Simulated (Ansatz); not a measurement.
## Which site? B in place of C in C(110) slab, H on both faces (240 atoms)

Aim: make B in place of C at several sites of C(110) slab, H on both faces (240 atoms), relax each, and compare their energies.

Main program and level: Ansatz 0.2.0; Kohn-Sham DFT, PBE+D3(BJ), PAW (set soft_2), plane waves.

### Step 1. The starting structure

The cell holds 240 atoms: 180 C and 60 H. Cell: a = 12.611 Å, b = 10.701 Å, c = 18.086 Å, α = 90.0°, β = 90.0°, γ = 90.0°. It derives from C (diamond-structure). Diamond-structure C (a = 3.567 Å), (110) slab of 6 atomic planes, 5 x 3 surface cells, H on the broken bonds of both faces, 10 Å of vacuum; displaced by a Gaussian of 0.02 Å. Regions: slab, 180 atoms (180 C); hydrogen, 60 atoms (60 H). Vacuum lies along c.

Limits known from the start: The Brillouin zone is sampled at Γ only, in a cell whose shortest periodic width is 11 Å.

### Step 2. Single point at the start

A single point comes first, to see the forces before anything moves.

The input, input.yaml:

```yaml
crystal:
  lattice:
    - [12.61125, 0.0, 0.0]
    - [0.0, 10.701, 0.0]
    - [0.0, 0.0, 18.08559]
  atoms:
    - { symbol: C, position: [0.90005, 0.16548, 0.32467] }
    - { symbol: C, position: [0.00114, 0.08398, 0.32577] }
    - { symbol: C, position: [0.99968, 0.99988, 0.39605] }
    - { symbol: C, position: [0.90261, 0.25105, 0.39557] }
    - { symbol: C, position: [0.89751, 0.16807, 0.46645] }
    - { symbol: C, position: [0.9995, 0.08571, 0.46541] }
    - { symbol: C, position: [0.99882, 0.00189, 0.53484] }
    - { symbol: C, position: [0.89947, 0.24786, 0.53617] }
    - { symbol: C, position: [0.9011, 0.16902, 0.60495] }
    - { symbol: C, position: [0.00054, 0.08319, 0.60414] }
    - { symbol: C, position: [0.00044, 0.99936, 0.67621] }
    - { symbol: C, position: [0.8997, 0.25201, 0.67463] }
    - { symbol: C, position: [0.09938, 0.1684, 0.32621] }
    - { symbol: C, position: [0.20172, 0.08085, 0.32396] }
    - { symbol: C, position: [0.20173, 0.00395, 0.39678] }
    - { symbol: C, position: [0.09924, 0.25122, 0.39523] }
    - { symbol: C, position: [0.10268, 0.16624, 0.4655] }
    - { symbol: C, position: [0.20078, 0.08747, 0.46642] }
    - { symbol: C, position: [0.19857, 0.00147, 0.53631] }
    - { symbol: C, position: [0.1018, 0.25058, 0.53328] }
    - { symbol: C, position: [0.09991, 0.1674, 0.60455] }
    - { symbol: C, position: [0.20129, 0.08344, 0.60406] }
    - { symbol: C, position: [0.19913, 0.99858, 0.67362] }
    - { symbol: C, position: [0.10123, 0.2534, 0.67315] }
    - { symbol: C, position: [0.90258, 0.49776, 0.32417] }
    - { symbol: C, position: [0.99846, 0.41801, 0.32504] }
    - { symbol: C, position: [0.00248, 0.33866, 0.39561] }
    - { symbol: C, position: [0.90075, 0.58478, 0.39819] }
    - { symbol: C, position: [0.89813, 0.49636, 0.46409] }
    - { symbol: C, position: [0.99788, 0.41842, 0.46603] }
    - { symbol: C, position: [0.00266, 0.33319, 0.53434] }
    - { symbol: C, position: [0.89956, 0.58321, 0.5357] }
    [... 202 atom lines left out ...]
    - { symbol: H, position: [0.60005, 0.72686, 0.72349] }
    - { symbol: H, position: [0.49837, 0.85782, 0.72201] }
    - { symbol: H, position: [0.6996, 0.89237, 0.27711] }
    - { symbol: H, position: [0.7997, 0.69421, 0.27839] }
    - { symbol: H, position: [0.7975, 0.72653, 0.7239] }
    - { symbol: H, position: [0.69928, 0.86098, 0.72197] }
kpoints:
  mp_grid: { grid: [1, 1, 1] }
hamiltonian:
  xc: pbe
  dispersion: d3bj
scf:
  occupations: { method: gaussian, width: 0.025 }
output:
  forces: true
```

Command:

```bash
ansatz run input.yaml --threads 4 --pin off --max-ram 15872MiB --backend cpu --events-out ev --progress --plain --runs-dir out
```

Numbers of over 12 decimals in the logs are rounded to 6 here.

What it wrote:

```text
[...]
Pseudopotentials: kind: paw
Pseudopotential: C, paw, valence charge 4, recommended cutoff 420 eV (normal), C.paw.azcp
Pseudopotential: H, paw, valence charge 1, recommended cutoff 420 eV (normal), H.paw.azcp
[... 5 lines on functional and potentials left out ...]
Crystal: 240 atoms, lattice volume = 2440.704 Å³
Basis set: ecut = 420 eV, 47673 PW (Γ), exchange–correlation on 180×144×250 points (8 copies of the dense FFT grid, shifted against one another)
Bands: 630, of which v1, the nominal top of the filled ones, is band 390 counted from 1 (389 counted from 0)
Symmetry: 1 space group operations
Space group: P1 (ITA 1), of the structure as read, at distance tolerance 1.3e-4 Å
k-points: 1
[... 5 lines on functional and potentials left out ...]
Initial density: superposition of atomic densities (neutral atoms: chi_scale 0, normalization atom), corrected by the library's trained network
Initial wavefunctions: pseudopotential atomic-orbital guess
[...]
SCF iter   1: F=—  HF=-46135.205875 eV  |F-HF|=—  |Δ(HF+E_count)|=         —  Δρ=4.21e-3  dr2=1.64e0  ethr=1.77e-3  ⟨swp⟩=8.0  Hψ=3154  notcnv=0  defer=204
preconditioner: auto → Resta (q_TF=auto, 2.256 Å⁻¹)  ε∞=2.7  [insulator: Δε(μ)=2.661 eV  Ē_g=16.199 eV  σ=0.025 eV  W_gap=1.00  n_scr=466 (ndim 8)  ℏωp=21.0 eV  f_vac=0.442  D(μ)=0.00/eV (n_scr^D=0)  ε∞_Penn≈2.7  vacuum switching on, ρ_ref=1.9e-2 e/Å³]
SCF iter   2: F=—  HF=-46134.927164 eV  |F-HF|=—  |Δ(HF+E_count)|=   2.79e-1  Δρ=2.89e-3  dr2=1.71e-1  ethr=2.10e-4  ⟨swp⟩=2.0  Hψ=884  notcnv=0  defer=234
SCF iter   3: F=—  HF=-46134.909775 eV  |F-HF|=—  |Δ(HF+E_count)|=   1.74e-2  Δρ=1.15e-3  dr2=3.26e-2  ethr=2.19e-5  ⟨swp⟩=3.0  Hψ=673  notcnv=0  defer=56
automatic band count: iteration 3 solves 452 bands in place of 630: the levels show a gap, and the empty bands left out lie too high to hold charge; the band table lists the bands solved (type scf.n_extra_bands for more)
SCF iter   4: F=—  HF=-46134.907736 eV  |F-HF|=—  |Δ(HF+E_count)|=   2.04e-3  Δρ=1.98e-4  dr2=8.40e-4  ethr=4.19e-6  ⟨swp⟩=4.0  Hψ=745  notcnv=0  defer=56
SCF iter   5: F=—  HF=-46134.908177 eV  |F-HF|=—  |Δ(HF+E_count)|=   4.41e-4  Δρ=8.57e-5  dr2=1.68e-4  ethr=1.08e-7  ⟨swp⟩=2.0  Hψ=792  notcnv=0  defer=56
SCF iter   6: F=—  HF=-46134.908195 eV  |F-HF|=—  |Δ(HF+E_count)|=   1.78e-5  Δρ=1.69e-5  dr2=5.10e-6  ethr=2.15e-8  ⟨swp⟩=2.0  Hψ=783  notcnv=0  defer=56
SCF iter   7: F=—  HF=-46134.909274 eV  |F-HF|=—  |Δ(HF+E_count)|=   1.08e-3  Δρ=5.55e-6  dr2=7.14e-7  ethr=6.54e-10  ⟨swp⟩=2.0  Hψ=842  notcnv=0  defer=56
SCF iter   8: F=-46134.909274 eV  HF=-46134.909274 eV  |F-HF|=1.49e-8  |Δ(HF+E_count)|=   3.32e-8  Δρ=1.19e-6  dr2=2.90e-8  ethr=1.28e-11  ⟨swp⟩=4.0  Hψ=1622  notcnv=0
SCF 1 converged in 8 iterations: F = -46134.909274 eV  dr2 = 2.90e-8
[...]
SCF converged after 8 iterations
Free energy (F): -46134.909274 eV
Harris-Foulkes:  -46134.909274 eV  (|F-HF|=1.49e-8)
Internal energy: -46134.909274 eV  (E = F + TS)
E sigma→0 (E₀):  -46134.909274 eV
Fermi energy:    5.143940 eV
--- Per-component energies (eV) ---
[...]
Σ components = -46134.909274   (vs F -46134.909274, Δ=0.00e0)
--- Forces (eV/Å), atoms counted from 1 ---
  atom   1  C      0.02880619    -0.79905565     1.55883348
  atom   2  C     -0.59018585     1.31987860     0.92840541
  atom   3  C      0.03086322     0.33014641    -1.07436230
  atom   4  C     -1.32099808     0.18294719    -0.29582055
[...]
atom 240  H      0.04791476    -1.34287158     2.00572186
  max |Σ_I F_I| component: 7.77e-5 eV/Å
```

The job ended after 39 s (4 threads of Arm Neoverse V1, shared host; peak memory 3.7 GiB).

The r.m.s. force at the start is 1.0 eV/Å.

### Step 3. Relaxation

The atoms are relaxed in the fixed cell, aiming at the force tolerance of the input.

The input, input.yaml:

```yaml
crystal:
  lattice:
    - [12.61125, 0.0, 0.0]
    - [0.0, 10.701, 0.0]
    - [0.0, 0.0, 18.08559]
  atoms:
    [... the 240 atom lines of step 2 ...]
kpoints:
  mp_grid: { grid: [1, 1, 1] }
hamiltonian:
  xc: pbe
  dispersion: d3bj
scf:
  occupations: { method: gaussian, width: 0.025 }
output:
  forces: true
relax:
  f_tol: 0.05
  max_steps: 120
```

What it wrote:

```text
[...]
Crystal: 240 atoms, lattice volume = 2440.704 Å³
Basis set: ecut = 420 eV, 47673 PW (Γ), exchange–correlation on 180×144×250 points (8 copies of the dense FFT grid, shifted against one another)
Bands: 630, of which v1, the nominal top of the filled ones, is band 390 counted from 1 (389 counted from 0)
Symmetry: 1 space group operations
[...]
k-points: 1
[...]
SCF iter   1: F=—  HF=-46135.205865 eV  |F-HF|=—  |Δ(HF+E_count)|=         —  Δρ=4.21e-3  dr2=1.64e0  ethr=1.77e-3  ⟨swp⟩=8.0  Hψ=3154  notcnv=0  defer=204
[...]
SCF iter   6: F=-46134.909272 eV  HF=-46134.909273 eV  |F-HF|=9.27e-7  |Δ(HF+E_count)|=   2.20e-5  Δρ=1.65e-5  dr2=5.01e-6  ethr=8.01e-9  ⟨swp⟩=3.0  Hψ=1803  notcnv=0
SCF 1 converged in 6 iterations: F = -46134.909272 eV  dr2 = 5.01e-6
[...]
relax step   1: F+E_penalty+E_count = -46134.90927244 eV  Δ(F+E_penalty+E_count) = +0.000e0 eV  max|allowed force component| = 3.649e0 eV/Å  Δτ_max = 0.0000 Å  (6 SCF iters, dr2 threshold 6.25e-5 eV, accepted)
[...]
relax step   2: F+E_penalty+E_count = -46141.03592135 eV  Δ(F+E_penalty+E_count) = -6.127e0 eV  max|allowed force component| = 1.213e0 eV/Å  Δτ_max = 0.0899 Å  (6 SCF iters, dr2 threshold 1.00e-4 eV, accepted)
[...]
relax step   3: F+E_penalty+E_count = -46142.11649290 eV  Δ(F+E_penalty+E_count) = -1.081e0 eV  max|allowed force component| = 2.883e-2 eV/Å  Δτ_max = 0.0492 Å  (5 SCF iters, dr2 threshold 9.20e-5 eV, accepted)
[...]
relax step   4: F+E_penalty+E_count = -46142.11650068 eV  Δ(F+E_penalty+E_count) = -7.778e-6 eV  max|allowed force component| = 2.939e-2 eV/Å  Δτ_max = 0.0000 Å  (4 SCF iters, accepted)
SCF converged after 4 iterations
Free energy (F): -46142.116501 eV
[...]
Internal energy: -46142.116501 eV  (E = F + TS)
E sigma→0 (E₀):  -46142.116501 eV
Fermi energy:    5.080842 eV
[...]
--- Forces (eV/Å), atoms counted from 1 ---
  atom   1  C     -0.00563857    -0.00006582    -0.00597953
  atom   2  C      0.01358906     0.00230218     0.00635137
  atom   3  C     -0.00644121    -0.01078195     0.00542691
  atom   4  C     -0.00275667     0.00195426    -0.00543849
  atom   5  C      0.01192700    -0.00921089    -0.00106778
  atom   6  C      0.00328000     0.00225296    -0.00777652
  atom   7  C      0.00810739     0.00612741     0.00350684
  atom   8  C      0.00088049     0.01130348    -0.00244767
  atom   9  C      0.00082814     0.00432584     0.00713474
  atom  10  C     -0.00971469     0.00398632    -0.00305961
  atom  11  C     -0.00198043     0.00512782    -0.00553518
  atom  12  C      0.00116694    -0.01024854    -0.00011983
  atom  13  C     -0.00404319    -0.00467643     0.00481417
  atom  14  C     -0.00449183    -0.00121807    -0.01216788
[...]
atom 239  H     -0.00216460     0.00563970    -0.00652534
  atom 240  H     -0.00315967    -0.00507514    -0.00090643
  max |Σ_I F_I| component: 7.09e-5 eV/Å
--- Relaxed structure (4 steps of the walk, 4 accepted, 0 SCFs on fresh bases) ---
  F+E_penalty+E_count = -46142.11650068 eV   max|allowed force component| = 2.939e-2 eV/Å
  atoms:
    - { symbol: C, position: [0.899881, 0.165596, 0.327502] }
    - { symbol: C, position: [-0.000167212, 0.085778, 0.327492] }
    - { symbol: C, position: [0.999861, 1.000438, 0.395606] }
    - { symbol: C, position: [0.899856, 0.251029, 0.395583] }
[...]
- { symbol: H, position: [0.699953, 0.863190, 0.723514] }
```

The job ended after 2.2 min (4 threads; peak memory 3.7 GiB).

The relaxation converged after 4 steps, 7.21 eV below its start, with a largest force component of 0.029 eV/Å.

(Continued in part 2 of 3.)

[Logs are printed without paths, hosts, clocks, repeated set-up lines and the standing remarks that a program may print on its own settings, such as how far it seeks lower states.]

[Hosts, paths, dates, database ids (printed as entryN), source tags and the programs' standing remarks are cut or masked in the printed files.]
